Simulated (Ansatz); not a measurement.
## CsBiSe3 (model cell, started as cubic perovskite with Bi in the octahedra): a soft mode frozen in

Aim: this structure of CsBiSe3 (model cell, started as cubic perovskite with Bi in the octahedra) is to be tested for unstable modes, and one is followed downhill.

Calculated with Ansatz 0.2.0; DFT PBE, scalar-relativistic, plane waves, PAW; PAW set soft_1.

The structure was built from a prototype and need not be the compound's stable phase.

## 1. The structure

Symmetry: Pm-3m, No. 221, cubic system. Conventional cell: a = 5.646 Å, b = 5.646 Å, c = 5.646 Å, α = 90.00°, β = 90.00°, γ = 90.00°. Nearest to Cs lie 12 Se at 3.99 Å. Nearest to Bi lie 6 Se at 2.82 Å. Nearest to Se lie 2 Bi at 2.82 Å and 4 Cs at 3.99 Å. Farther neighbours and most contacts between anions are not listed.

## 2. The dispersion

The cell comes from relaxations at this level that are not shown. Stability and thermal properties need the whole zone. Linear response on a 2×2×2 q mesh gives force constants as far as a supercell of that size would.

File input.yaml:

```yaml
crystal:
  lattice:
    - [5.6457865512, 0.0, 0.0]
    - [0.0, 5.6457865512, 0.0]
    - [0.0, 0.0, 5.6457865512]
  atoms:
    - { symbol: Cs, position: [0.0, 0.0, 0.0] }
    - { symbol: Bi, position: [0.5, 0.5, 0.5] }
    - { symbol: Se, position: [0.5, 0.5, 0.0] }
    - { symbol: Se, position: [0.5, 0.0, 0.5] }
    - { symbol: Se, position: [0.0, 0.5, 0.5] }
kpoints:
  mp_grid: { grid: [6, 6, 6] }
hamiltonian:
  xc: pbe
  pseudopotentials: { kind: paw, azcp: { folder: soft_1 } }
scf:
  occupations: { method: methfessel_paxton, width: 0.2 }
output:
  eigenvalues: true
phonons:
  method: dfpt
  qmesh: [2, 2, 2]
  temperatures: { t_max: 1000, t_step: 50 }
  qpath:
    path:
      - [[0.0, 0.0, 0.0], [0.0, 0.5, 0.0], [0.5, 0.5, 0.0], [0.0, 0.0, 0.0], [0.5, 0.5, 0.5], [0.0, 0.5, 0.0]]
      - [[0.5, 0.5, 0.5], [0.5, 0.5, 0.0]]
    npoints: 10
```

The run is started by

```
> ansatz run input.yaml --threads 4 --pin off --max-ram 16384MiB --backend cpu --events-out ev --progress --plain --runs-dir out
```

Numbers of over 12 decimals in the logs are rounded to 6 here.

The program printed:

```text
Engine: ansatz 0.2.0, aarch64-unknown-linux-gnu
Pseudopotentials: kind: paw
Pseudopotential: Cs, paw, valence charge 9, recommended cutoff 420 eV (normal), soft_1/Cs.paw.azcp
Pseudopotential: Bi, paw, valence charge 15, recommended cutoff 420 eV (normal), soft_1/Bi.paw.azcp
Pseudopotential: Se, paw, valence charge 16, recommended cutoff 420 eV (normal), soft_1/Se.paw.azcp
Functional definition: PBE
  parameter kappa = 0.804
  parameter beta = 0.066725
  exchange = pbe_x(kappa = kappa, mu = beta*pi^2/3)
  correlation = pbe_c(beta = beta)
Crystal: 5 atoms, lattice volume = 179.959 Å³
Basis set: ecut = 420 eV, 3575 PW (Γ), exchange–correlation on 80×80×80 points (8 copies of the dense FFT grid, shifted against one another)
Bands: 44, of which v1, the nominal top of the filled ones, is band 36 counted from 1 (35 counted from 0)
Symmetry: 48 space group operations
k-points: 20 of 216
Non-local potential: Cs, projectors of the file, l = 0: 3, l = 1: 2, l = 2: 2, l = 3: 2
Non-local potential: Bi, projectors of the file, l = 0: 2, l = 1: 2, l = 2: 2, l = 3: 1
Non-local potential: Se, projectors of the file, l = 0: 2, l = 1: 2, l = 2: 3, l = 3: 1
PAW form: soft (Blöchl's): semilocal exchange-correlation on the pseudo side does not see the compensation charge
PAW one-centre angular grid: Cs, 194 points (default); XC on 64 Gauss nodes
PAW one-centre angular grid: Bi, 590 points (default); XC on 64 Gauss nodes
PAW one-centre angular grid: Se, 590 points (default); XC on 64 Gauss nodes
Initial density: superposition of atomic densities (chi_scale 0.1, normalization cell, long waves kept (reshape's long-wave potential 0.00 eV rms))
Initial wavefunctions: pseudopotential atomic-orbital guess
Functional: x = pbe(κ = 0.804, μ = 0.219515), c = pbe(β = 0.066725)
SCF iter   1: F=—  HF=-34480.315058 eV  |F-HF|=—  |Δ(HF+E_count)|=         —  Δρ=2.70e-2  dr2=3.21e0  ethr=3.10e-3  ⟨swp⟩=8.2  Hψ=3745  notcnv=0
preconditioner: auto → LDOS  [metal: Δε(μ)=0.108 eV  Ē_g=9.644 eV  σ=0.200 eV  W_gap=0.41  n_scr=32 (ndim 8)  ℏωp=15.2 eV  f_vac=0.041  D(μ)=5.31/eV (n_scr^D=32)  β→1.0]
SCF iter   2: F=—  HF=-34478.871614 eV  |F-HF|=—  |Δ(HF+E_count)|=    1.44e0  S|Δr|=    0.00e0  Δρ=1.10e-2  dr2=1.86e-1  ethr=3.10e-3  ⟨swp⟩=3.6  Hψ=1610  notcnv=0  defer=37
SCF iter   3: F=—  HF=-34478.840844 eV  |F-HF|=—  |Δ(HF+E_count)|=   3.08e-2  S|Δr|=    0.00e0  Δρ=1.89e-3  dr2=1.48e-2  ethr=2.59e-4  ⟨swp⟩=2.1  Hψ=1740  notcnv=0  defer=36
SCF iter   4: F=—  HF=-34478.835888 eV  |F-HF|=—  |Δ(HF+E_count)|=   4.96e-3  S|Δr|=    0.00e0  Δρ=5.91e-4  dr2=9.99e-4  ethr=2.06e-5  ⟨swp⟩=2.1  Hψ=1720  notcnv=0  defer=33
SCF iter   5: F=—  HF=-34478.835310 eV  |F-HF|=—  |Δ(HF+E_count)|=   5.78e-4  S|Δr|=    0.00e0  Δρ=1.95e-4  dr2=7.28e-5  ethr=1.39e-6  ⟨swp⟩=2.0  Hψ=1564  notcnv=0  defer=33
SCF iter   6: F=—  HF=-34478.835361 eV  |F-HF|=—  |Δ(HF+E_count)|=   5.07e-5  S|Δr|=    0.00e0  Δρ=4.93e-5  dr2=6.26e-6  ethr=1.01e-7  ⟨swp⟩=2.0  Hψ=1144  notcnv=0  defer=33
SCF iter   7: F=—  HF=-34478.835361 eV  |F-HF|=—  |Δ(HF+E_count)|=   6.45e-7  S|Δr|=    0.00e0  Δρ=1.76e-5  dr2=9.23e-7  ethr=8.69e-9  ⟨swp⟩=2.0  Hψ=1144  notcnv=0  defer=33
SCF iter   8: F=—  HF=-34478.835361 eV  |F-HF|=—  |Δ(HF+E_count)|=   6.16e-8  S|Δr|=    0.00e0  Δρ=3.61e-6  dr2=3.36e-8  ethr=1.28e-9  ⟨swp⟩=2.2  Hψ=1278  notcnv=0  defer=33
SCF iter   9: F=—  HF=-34478.835361 eV  |F-HF|=—  |Δ(HF+E_count)|=   4.44e-9  S|Δr|=    0.00e0  Δρ=4.35e-7  dr2=4.52e-10  ethr=4.67e-11  ⟨swp⟩=2.1  Hψ=1213  notcnv=0  defer=33
SCF iter  10: F=—  HF=-34478.835361 eV  |F-HF|=—  |Δ(HF+E_count)|=  4.37e-11  S|Δr|=    0.00e0  Δρ=1.22e-7  dr2=1.89e-11  ethr=1.00e-12  ⟨swp⟩=2.1  Hψ=1257  notcnv=0  defer=33
SCF iter  11: F=-34478.835361 eV  HF=-34478.835361 eV  |F-HF|=1.46e-11  |Δ(HF+E_count)|=    0.00e0  S|Δr|=    0.00e0  Δρ=2.16e-8  dr2=5.99e-13  ethr=1.00e-12  ⟨swp⟩=13.5  Hψ=4569  notcnv=0
SCF 1 converged in 11 iterations: F = -34478.835361 eV  dr2 = 5.99e-13
  greatest PAW one-centre occupation: 1.000 electrons in one spin orbital (limit 2), on the Se atom at site 3 (counted from 0), in its partial waves of l = 2
Initial density: read from a saved state, or passed on in memory by an earlier SCF of this step, an earlier step, the calling program or the single point that the run made first
iter 1 solved again at ethr=9.71e-8 eV; its pass at ethr=3.10e-3 eV (dr2=6.99e-5 eV) is discarded
SCF iter   1: F=—  HF=-34478.835369 eV  |F-HF|=—  |Δ(HF+E_count)|=         —  Δρ=4.23e-7  dr2=7.83e-10  ethr=9.71e-8  ⟨swp⟩=3.1  Hψ=6117  notcnv=0
eigensolver tolerance schedule: the retry pair's looser diagonalisation over-reported the residual by 89277.62 of it (diagonalisation noise at an unbounded share of the residual, at the tolerance the schedule requests for it); recorded, not acted on — ethr = c·dr2/N_el stays at c = 1.0e-1
preconditioner: auto → LDOS  [metal: Δε(μ)=0.056 eV  Ē_g=9.798 eV  σ=0.200 eV  W_gap=0.23  n_scr=32 (ndim 8)  ℏωp=15.2 eV  f_vac=0.068  D(μ)=6.32/eV (n_scr^D=56)  β→1.0]
SCF iter   2: F=—  HF=-34478.835361 eV  |F-HF|=—  |Δ(HF+E_count)|=   7.23e-6  S|Δr|=    0.00e0  Δρ=3.69e-7  dr2=5.33e-10  ethr=1.09e-12  ⟨swp⟩=4.0  Hψ=2235  notcnv=0
SCF iter   3: F=—  HF=-34478.835361 eV  |F-HF|=—  |Δ(HF+E_count)|=  1.02e-10  S|Δr|=    0.00e0  Δρ=1.82e-7  dr2=1.43e-10  ethr=1.00e-12  ⟨swp⟩=1.2  Hψ=887  notcnv=0
SCF iter   4: F=—  HF=-34478.835361 eV  |F-HF|=—  |Δ(HF+E_count)|=  1.46e-11  S|Δr|=    0.00e0  Δρ=1.21e-7  dr2=6.51e-11  ethr=1.00e-12  ⟨swp⟩=1.0  Hψ=880  notcnv=0
SCF iter   5: F=—  HF=-34478.835361 eV  |F-HF|=—  |Δ(HF+E_count)|=  1.46e-11  S|Δr|=    0.00e0  Δρ=9.14e-8  dr2=3.74e-11  ethr=1.00e-12  ⟨swp⟩=1.0  Hψ=880  notcnv=0
SCF iter   6: F=—  HF=-34478.835361 eV  |F-HF|=—  |Δ(HF+E_count)|=  7.28e-12  S|Δr|=    0.00e0  Δρ=5.77e-8  dr2=1.49e-11  ethr=1.00e-12  ⟨swp⟩=1.0  Hψ=880  notcnv=0
SCF iter   7: F=-34478.835361 eV  HF=-34478.835361 eV  |F-HF|=7.28e-12  |Δ(HF+E_count)|=    0.00e0  S|Δr|=    0.00e0  Δρ=1.36e-8  dr2=8.15e-13  ethr=1.00e-12  ⟨swp⟩=3.9  Hψ=2053  notcnv=0
SCF 2 converged in 7 iterations: F = -34478.835361 eV  dr2 = 8.15e-13
phonons: the bands overlap, so this run is a metal and interpolates without the dipole-dipole term. If the crystal is really an insulator or semiconductor, its LO-TO splitting is missing
NSCF: frozen V_eff on 20 k-points
NSCF: frozen V_eff on 64 k-points
DFPT response loops at q = (0, 0, 0) (fractional): preconditioner auto → Kerker (q_TF=auto, 2.342 Å⁻¹) (partly filled bands, converged f_vac=0.068); β = 1.00, the filter's whole step (`scf.mixing.beta` (0.50) is not read by the response loops under this deck's `scf.mixing.preconditioner`; to damp them name `kerker` or `kerker_dos`, under which they read `scf.mixing.beta`, and type it under 1.00, their step now; both keys bind the ground state too); Broyden in place of MSR1
NSCF: frozen V_eff on 128 k-points
DFPT response loops at q = (0, 0, -0.5) (fractional): mixed as the last ones told, above
NSCF: frozen V_eff on 128 k-points
DFPT response loops at q = (0, -0.5, -0.5) (fractional): mixed as the last ones told, above
NSCF: frozen V_eff on 128 k-points
DFPT response loops at q = (-0.5, -0.5, -0.5) (fractional): mixed as the last ones told, above
SCF converged after 11 iterations
Stability not checked: this state was not tested for a lower state beside it, because cold or Methfessel-Paxton smearing, or corrected tetrahedra, fill the levels in a way that the test cannot read (fill_not_monotonic; see scf.lower_state_search)
Free energy (F): -34478.835361 eV
Harris-Foulkes:  -34478.835361 eV  (|F-HF|=1.46e-11)
Internal energy: -34478.842832 eV  (E = F + TS)
E sigma→0 (E₀):  -34478.837229 eV
Entropy (-TS):   0.007471 eV (1.494 meV/atom)
Fermi energy:    5.032437 eV
--- Per-component energies (eV) ---
  E_band       = -1457.286348
  E_kinetic    = 725.400531
  E_local      = -11359.784104  (includes V_loc(G=0)·N_el)
  E_nonlocal   = -630.179106
  E_hartree    = 5605.610093
  E_xc         = -584.401833
  E_vxc        = -536.938790  (∫ρ·V_xc dr)
  E_paw        = -22114.291725  (= ΣΔE_a)
  E_vpaw       = -867.004175  (= ΣTr[D̂ρ^β])
  E_aug_tail   = -0.000905  (compensation charges beyond the density's cutoff)
  E_ewald      = -6121.195783
  E_smearing   = 0.007471  (= −TS)
  E_closure    = -0.000000  (closes the sum)
  Σ components = -34478.835361   (vs F -34478.835361, Δ=0.00e0)
--- Band table (eV; the first three rows and the last of 20) ---
  k-point 0: bands = [... 32 lower, 4.6057, 4.6057, 4.8014, 4.8014, 4.8014, 9.2108, 9.8159, 9.8159, ... 4 higher]
  k-point 1: bands = [... 32 lower, 4.5338, 4.5338, 4.6855, 4.7381, 4.7381, 9.5940, 10.0325, 10.1287, ... 4 higher]
  k-point 2: bands = [... 32 lower, 4.3811, 4.3811, 4.6088, 4.6332, 4.6332, 8.5966, 10.4868, 10.6302, ... 4 higher]
  k-point 19: bands = [... 32 lower, 4.3220, 5.4516, 5.4516, 5.4516, 6.0528, 6.0528, 6.0528, 6.2749, ... 4 higher]
--- Phonons (Γ-DFPT): 4 representative perturbations + reference (Σ response iterations 13) ---
  ASR residual: 4.270e-5 → 0.000e0 eV/Å²; symmetrization residual: 2.800e-5 eV/Å²
  ASR residual per site (eV/Å²): 2.14e-5 3.27e-5 4.27e-5 4.27e-5 4.27e-5
  Γ frequencies (cm⁻¹): -47.96 -47.96 -47.96 -5.51 -5.51 -5.51 0.00 0.00 0.00 49.79 49.79 49.79 70.11 70.11 70.11
--- Phonons (arbitrary-q DFPT): 4 irreducible q on the 2×2×2 mesh ---
  q = [0.0000, 0.0000, 0.0000] (star 1, of the zone-centre solve; hermiticity 4.90e-5, symmetrization 5.36e-11): -47.96 -47.96 -47.96 -5.51 -5.51 -5.51 -0.00 0.00 0.00 49.79 49.79 49.79 70.11 70.11 70.11
  q = [0.0000, 0.0000, -0.5000] (star 3, 9 solved perturbations in 504 linear systems a pass and spin channel, the states on 64 of 216 k-point pairs; hermiticity 1.38e-5, symmetrization 1.53e-11): -55.88 -53.10 -42.42 -42.42 -38.09 -38.09 25.26 25.26 42.53 43.98 43.98 74.79 74.79 88.22 141.64
  q = [0.0000, -0.5000, -0.5000] (star 3, 9 solved perturbations in 504 linear systems a pass and spin channel, the states on 64 of 216 k-point pairs; hermiticity 1.70e-5, symmetrization 6.32e-11): -58.64 -58.64 -38.91 -38.91 -36.69 6.35 18.49 38.59 44.88 44.88 68.68 87.02 87.02 132.72 145.67
  q = [-0.5000, -0.5000, -0.5000] (star 1, 4 solved perturbations in 184 linear systems a pass and spin channel, the states on 64 of 216 k-point pairs; hermiticity 6.93e-7, symmetrization 7.47e-11): -48.80 -48.80 -48.80 21.02 21.02 21.02 46.01 46.01 46.01 85.48 85.48 85.48 135.05 135.05 145.94
  sum rule: each row above includes the acoustic sum rule's correction from the zone centre's row sums; it moved no ω² by more than (0.38 cm⁻¹)²
  mesh force constants: q→R imaginary residual 3.31e-18; ASR residual 4.270e-5 → 0.000e0 eV/Å²; symmetrization residual 2.665e-15 eV/Å²
  interpolated dispersion: 62 rows × 15 modes
  density of states and harmonic sums: on the 12×12×12 q-mesh, interpolated from the force constants of a 2×2×2 supercell (no non-analytic term)
  largest difference from the sums on the solved wave vectors: F 1.37e-1 eV, S 1.53e-4 and C_V 2.39e-5 eV/K
  zero-point energy: 0.039280 eV/cell   skipped modes (ω ≤ 0): 480, of them read as no rigid motion or as one in doubt: 477 (5.813e0 modes/cell left out, lowest -58.64 cm⁻¹)   left out of the sums: 3.88e-1 of the cell's modes: C_V's classical limit lies that fraction below 3 k_B per atom; for a crystal, a wire or a layer, F and S can be off by more, and a phonons.interpolated_qmesh denser along its periods is the remedy for the sampling
```

It took 6.1 min on 4 threads of Arm Neoverse V1, shared host; peak memory 1.7 GiB; 24 min of CPU time.

This step gave:

```
volume per atom                                         : 35.99 Å³
gap on the k-mesh                                       : 0 eV
sum-rule residual before enforcement                    : 4.27e-5 eV/Å²
lowest frequency on the path                            : -58.64 cm⁻¹
point group                                             : m-3m
highest frequency on the path or at a solved wavevector : 145.9 cm⁻¹
highest optical mode at the zone centre (no LO-TO term) : 70.11 cm⁻¹
lowest optical zone-centre mode                         : -47.96 cm⁻¹
lowest mode on the q mesh (acoustic modes at Γ apart)   : -58.64 cm⁻¹
```

Frequencies (cm⁻¹) solved at each irreducible wavevector; negative means imaginary. Frequencies by wavevector, by row:

```
q in reciprocal lattice units  star  mode 1  mode 2  mode 3  mode 4  mode 13  mode 14  mode 15
                        0 0 0     1     -48     -48     -48    -5.5     70.1     70.1     70.1
                     0 0 -0.5     3   -55.9   -53.1   -42.4   -42.4     74.8     88.2    141.6
                  0 -0.5 -0.5     3   -58.6   -58.6   -38.9   -38.9       87    132.7    145.7
               -0.5 -0.5 -0.5     1   -48.8   -48.8   -48.8      21    135.1    135.1    145.9
```

Interpolated from a 2×2×2 q mesh. Phonon branches along the path, in cm⁻¹:

```csv
point,branch 1,branch 2,branch 3,branch 4,branch 12,branch 13,branch 14,branch 15
Γ,-48,-48,-48,-6,50,70,70,70
halfway,-50,-46,-46,-38,66,72,72,111
X,-56,-53,-42,-42,75,75,88,142
halfway,-57,-47,-46,-41,72,88,110,141
M,-59,-59,-39,-39,87,87,133,146
halfway,-49,-48,-45,-41,66,72,107,115
Γ,-48,-48,-48,-6,50,70,70,70
halfway,-48,-48,-48,-34,64,107,107,117
R,-49,-49,-49,21,86,135,135,146
halfway,-50,-50,-50,-33,87,108,111,141
X,-56,-53,-42,-42,75,75,88,142
jump to R,-49,-49,-49,21,86,135,135,146
halfway,-53,-53,-43,-25,86,109,134,144
M,-59,-59,-39,-39,87,87,133,146
```

Symmetry leaves 4 wavevectors to solve. The lowest mode among them, the acoustic zeros apart, lies at q = (0, -0.5, -0.5) and is imaginary, 58.6i cm⁻¹, so the energy falls along it.

## 3. The mode frozen in, largest atomic shift 0 Å

The mode followed lies at q = (0, -0.5, -0.5) with frequency 58.6i cm⁻¹ and is 2-fold degenerate, the softest among the wavevectors solved. At small amplitude the distorted cell has space group no. 10 by a symmetry search on the positions. The undistorted cell that holds it gives the zero of energy on the same k mesh.

System of this step: CsBiSe3 (model cell, started as cubic perovskite with Bi in the octahedra). Symmetry: Pm-3m, No. 221, cubic system. Conventional cell: a = 5.646 Å, b = 5.646 Å, c = 5.646 Å, α = 90.00°, β = 90.00°, γ = 90.00°. Nearest to Cs lie 12 Se at 3.99 Å. Nearest to Bi lie 6 Se at 2.82 Å. Nearest to Se lie 2 Bi at 2.82 Å and 4 Cs at 3.99 Å. Se has 2 Bi at 2.82 Å and 4 Cs at 3.99 Å nearest. Farther neighbours and most contacts between anions are not listed.

input.yaml, the sections that differ from step 2:

```yaml
crystal:
  lattice:
    - [-5.6457865512, 0.0, 0.0]
    - [0.0, -5.6457865512, -5.6457865512]
    - [0.0, -5.6457865512, 5.6457865512]
  atoms:
    - { symbol: Cs, position: [1.0, 1.0, 0.0] }
    - { symbol: Cs, position: [1.0, 0.5, 0.5] }
    - { symbol: Bi, position: [0.5, 0.0, 0.5] }
    - { symbol: Bi, position: [0.5, 0.5, 0.0] }
    - { symbol: Se, position: [0.5, 0.25, 0.25] }
    - { symbol: Se, position: [0.5, 0.75, 0.75] }
    - { symbol: Se, position: [0.5, 0.75, 0.25] }
    - { symbol: Se, position: [0.5, 0.25, 0.75] }
    - { symbol: Se, position: [1.0, 0.0, 0.5] }
    - { symbol: Se, position: [1.0, 0.5, 0.0] }
output:
  forces: true
  stress: true
  eigenvalues: true
# kpoints, hamiltonian, scf: as in step 2
# phonons: removed
```

The program printed:

```text
[...]
Crystal: 10 atoms, lattice volume = 359.918 Å³
Basis set: ecut = 420 eV, 7107 PW (Γ), exchange–correlation on 80×108×108 points (8 copies of the dense FFT grid, shifted against one another)
Bands: 87, of which v1, the nominal top of the filled ones, is band 72 counted from 1 (71 counted from 0)
Symmetry: 32 space group operations
[...]
k-points: 40 of 216
[...]
k-point 0: bands = [... 68 lower, 4.6065, 4.7991, 4.7991, 4.8015, 5.4194, 5.6097, 6.8311, 6.8311, ... 11 higher]
  k-point 1: bands = [... 68 lower, 4.6082, 4.7009, 4.7644, 4.8114, 5.2074, 5.3210, 7.2968, 7.4360, ... 11 higher]
  k-point 2: bands = [... 68 lower, 4.5717, 4.6127, 4.6584, 4.7696, 4.8722, 5.1573, 8.2940, 8.4839, ... 11 higher]
  k-point 39: bands = [... 68 lower, 4.3157, 4.3157, 5.4164, 5.4164, 5.6028, 5.6028, 6.8262, 6.8262, ... 11 higher]
[key lines of the parts left out:]
SCF converged after 9 iterations
Free energy (F): -68957.671013 eV
Fermi energy:    5.026091 eV
P = ⅓ Tr σ = 0.1206 GPa (1.206 kbar)
```

It took 22 s on 4 threads; peak memory 1.5 GiB; 85 s of CPU time.

This step gave:

```
pressure                         : 0.1206 GPa
energy from the undistorted cell : 0 meV/atom
```

The run ends at a pressure of 0.12 GPa.

## 4. The mode frozen in, largest atomic shift 0.6 Å

The atoms are moved along the unstable eigenvector, the largest shift by 0.6 Å, with the cell fixed.

input.yaml, the sections that differ from step 3:

```yaml
crystal:
  lattice:
    - [-5.6457865512, 0.0, 0.0]
    - [0.0, -5.6457865512, -5.6457865512]
    - [0.0, -5.6457865512, 5.6457865512]
  atoms:
    - { symbol: Cs, position: [1.0, 1.0093257566, 0.0038197149] }
    - { symbol: Cs, position: [1.0, 0.4906742434, 0.4961802851] }
    - { symbol: Bi, position: [0.5, 0.0111775617, 0.4954218086] }
    - { symbol: Bi, position: [0.5, 0.4888224383, 0.0045781914] }
    - { symbol: Se, position: [0.5, 0.25, 0.25] }
    - { symbol: Se, position: [0.5, 0.75, 0.75] }
    - { symbol: Se, position: [0.5, 0.75, 0.25] }
    - { symbol: Se, position: [0.5, 0.25, 0.75] }
    - { symbol: Se, position: [1.0, -0.0695399891, 0.5284827216] }
    - { symbol: Se, position: [1.0, 0.5695399891, -0.0284827216] }
# kpoints, hamiltonian, scf, output: as in step 3
```

The program printed:

```text
[...]
Crystal: 10 atoms, lattice volume = 359.918 Å³
Basis set: ecut = 420 eV, 7107 PW (Γ), exchange–correlation on 80×108×108 points (8 copies of the dense FFT grid, shifted against one another)
Bands: 87, of which v1, the nominal top of the filled ones, is band 72 counted from 1 (71 counted from 0)
Symmetry: 4 space group operations
[...]
k-points: 80 of 216
[...]
k-point 0: bands = [... 68 lower, 4.6687, 4.7574, 4.9815, 5.0218, 5.4586, 5.8571, 6.4343, 6.7085, ... 11 higher]
  k-point 1: bands = [... 68 lower, 4.5997, 4.7811, 4.9188, 4.9713, 5.3517, 5.4154, 7.0051, 7.3760, ... 11 higher]
  k-point 2: bands = [... 68 lower, 4.5425, 4.8321, 4.8358, 4.8924, 5.0764, 5.2038, 8.0332, 8.4387, ... 11 higher]
  k-point 79: bands = [... 68 lower, 4.5284, 4.6198, 5.1949, 5.2938, 5.3292, 5.3782, 7.0179, 7.1851, ... 11 higher]
[key lines of the parts left out:]
SCF converged after 10 iterations
Free energy (F): -68957.797977 eV
Fermi energy:    5.106110 eV
P = ⅓ Tr σ = -0.1547 GPa (-1.547 kbar)
```

The job ended after 49 s (4 threads; peak memory 2 GiB).

Numbers from this step:

```yaml
pressure: -0.1547 GPa
energy_from_the_undistorted_cell: -12.50 meV/atom
```

The energy, extrapolated to zero smearing, is -12.50 meV/atom against the undistorted cell.

The run ends at a pressure of -0.15 GPa, with forces up to 0.31 eV/Å.

## 5. Energy along the mode, all amplitudes (two of the runs are shown above)

An imaginary frequency means negative curvature, so the energy should fall and then rise again as anharmonic terms take over.

Numbers from this step:

```
depth at the lowest point sampled  : 12.50 meV/atom
largest atomic shift at that point : 0.6 Å
```

Table of energy from the parent by largest atomic shift:

```csv
largest atomic shift (Å),energy from the parent (meV/atom)
0.000,0
0.040,-0.169
0.080,-0.673
0.140,-2.02
0.220,-4.67
0.320,-8.44
0.450,-12.0
0.600,-12.5
```

Displacement at unit largest shift by atom:

```csv
atom,x (Å),y (Å),z (Å),size
Cs1,0.000,-0.124,-0.052,0.134
Cs2,0.000,0.124,0.052,0.134
Bi3,0.000,-0.062,-0.148,0.160
Bi4,0.000,0.062,0.148,0.160
Se5,0.000,0.000,0.000,0.000
Se6,0.000,0.000,0.000,0.000
Se7,0.000,0.000,0.000,0.000
Se8,0.000,0.000,0.000,0.000
Se9,0.000,0.386,0.922,1.000
Se10,0.000,-0.386,-0.922,1.000
```

The lowest of the steps tried is the last one, at 0.6 Å, 12.5 meV/atom below the parent; the bottom of the well need not coincide with a step.

[end of part 1 of 3]

[Logs are printed without paths, hosts, clocks, repeated set-up lines and the standing remarks that a program may print on its own settings, such as how far it seeks lower states.]

[Hosts, paths, dates, database ids (printed as entryN), source tags and the programs' standing remarks are cut or masked in the printed files.]
